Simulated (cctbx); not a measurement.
## From intensities to atoms

Cell a = 6.1970 Å, b = 4.0270 Å, c = 7.1260 Å, α = 90.00°, β = 90.00°, γ = 90.00°; space group Pnma (no. 62); content Rh4 Ni4 Sc4.

Simulated single-crystal data (cctbx): Mo Kα, λ = 0.71073 Å, to d = 0.65 Å, 70 % of the full sphere, strongest reflection 20000 counts, noise from counting, a 4 % proportional error and a noise floor of 4 counts (s.d.); no absorption.

1 earlier start (other random phases, and plain and normalised amplitudes in turn) led nowhere (symmetry correlation 0.87).

Charge flipping in P1 on plain amplitudes to 0.8 Å, δ = 1 σ, 10 % of the reflections treated as weak, 300 cycles:

```text
cycle      R  skewness
    0  0.579     0.42
   25  0.323     3.58
   50  0.312     3.83
   75  0.311     3.89
  100  0.282     3.91
  125  0.245     4.02
  150  0.225     3.92
  175  0.210     3.96
  200  0.205     3.96
  225  0.218     3.94
  250  0.213     3.99
  275  0.207     4.02
origin shift          correlation  skewness
 0.114  0.403  0.112      0.936      2.67
 0.278  0.402  0.107      0.923      3.25
 0.406  0.407  0.107      0.926      3.08
 0.118  0.414  0.474      0.918      1.97
taken: symmetry correlation 0.923, skewness 3.25
peak      x       y       z  mult  height/sigma
Q1    0.2097  0.7500  0.4228    4     10.3
Q2    0.1426  0.2500  0.5480    4      6.9
Q3    0.9910  0.2500  0.1978    4      5.8
Q4    0.1325  0.2500  0.2781    4      5.1
Q5    0.1855  0.7500  0.7937    4      3.5
Q6    0.0068  0.2500  0.9951    4      2.8
Q7    0.1305  0.7500  0.1634    4      1.8
Q8    0.0425  0.2500  0.7723    4      1.1
```

The origin is taken among those within 0.04 of the best correlation, by the skewness of the map.

It took 0.34 s on 1 thread of Arm Neoverse V2 (shared host), peak memory 0.07 GiB.

Q: Assign the peaks.

Heights go roughly as Z and multiplicities must add up to the content. First model: Q1 = Rh1 (4 in the cell, height 10.3), Q2 = Ni1 (4 in the cell, height 6.9) and Q3 = Sc1 (4 in the cell, height 5.8). Against the true structure, Q1 is Rh, Q2 is Ni and Q3 is Sc; the other peaks are not atoms.

Least squares on F², isotropic:

```text
Rint 0.039, 378 unique reflections to 0.65 A
cycle     R1     wR2    GooF  max shift (A)
   1  0.6020  0.8879  23.809   0.18046
   2  0.0271  0.0694   1.860   0.00036
final R1 0.0271 wR2 0.0693 GooF 1.859  parameters 9  data/parameter 42.0
atom        x        y        z      Ueq    occ   su(xyz)  su(Uiso or U11)
Rh1    0.21437  0.75000  0.40065   0.0145  1.000  0.00008  0.0002
Ni1    0.16266  0.25000  0.56634   0.0182  1.000  0.00016  0.0002
Sc1    1.00804  0.25000  0.18920   0.0186  1.000  0.00021  0.0003
difference map: max 3.13 min -2.97 rms 0.34
Q1    0.1759  0.7500  0.3514    4    3.30  0.42 A from Rh1
Q2    0.2498  0.2500  0.9467    4    2.67  0.40 A from Rh1
Q3    0.0541  0.7500  0.7869    4    2.55  0.42 A from Sc1
Q4    0.0772  0.2500  0.1739    4    2.11  0.44 A from Sc1
Q5    0.1851  0.2500  0.6375    4    1.14  0.53 A from Ni1
```

Anisotropic refinement:

```text
Rint 0.039, 378 unique reflections to 0.65 A
cycle     R1     wR2    GooF  max shift (A)
   1  0.0271  0.0693   1.882   0.00172
   2  0.0137  0.0336   0.914   0.00000
final R1 0.0137 wR2 0.0336 GooF 0.914  parameters 18  data/parameter 21.0
atom        x        y        z      Ueq    occ   su(xyz)  su(Uiso or U11)
Rh1    0.21428  0.75000  0.40068   0.0146  1.000  0.00004  0.0001
Ni1    0.16268  0.25000  0.56639   0.0183  1.000  0.00008  0.0002
Sc1    1.00797  0.25000  0.18897   0.0187  1.000  0.00011  0.0003
difference map: max 0.84 min -1.00 rms 0.21
Q1    0.1355  0.2500  0.1887    4    0.89  0.79 A from Sc1
Q2    0.0727  0.5517  0.3364    8    0.74  1.27 A from Rh1
Q3    0.9976  0.0460  0.9120    8    0.64  1.39 A from Sc1
Q4    0.2234  0.7500  0.7580    4    0.63  1.48 A from Sc1
Q5    0.1750  0.7500  0.3178    4    0.63  0.64 A from Rh1
Q6    0.1282  0.1557  0.3071    8    0.62  1.19 A from Sc1
```

**Reading.** The refinement ends at R1 = 0.0137, wR2 = 0.0336, GooF = 0.91, with difference density between -1.00 and 0.84 e/Å³. Every site matches the true model in element, within 0.001 Å r.m.s., up to an allowed shift of origin.

True model:

| atom | mult. | x | y | z | Ueq (Å²) |
| --- | --- | --- | --- | --- | --- |
| Rh1 | 4 | 0.2143 | 3/4 | 0.9007 | 0.0147 |
| Ni1 | 4 | 0.3374 | 3/4 | 0.5664 | 0.0184 |
| Sc1 | 4 | 0.4921 | 3/4 | 0.1888 | 0.0187 |

This is a model crystal, built by substitution and not relaxed, with assumed displacement parameters.

[Middle refinement cycles are left out of these outputs.]

[Logs are printed without paths, hosts, clocks, repeated set-up lines and the standing remarks that a program may print on its own settings, such as how far it seeks lower states.]
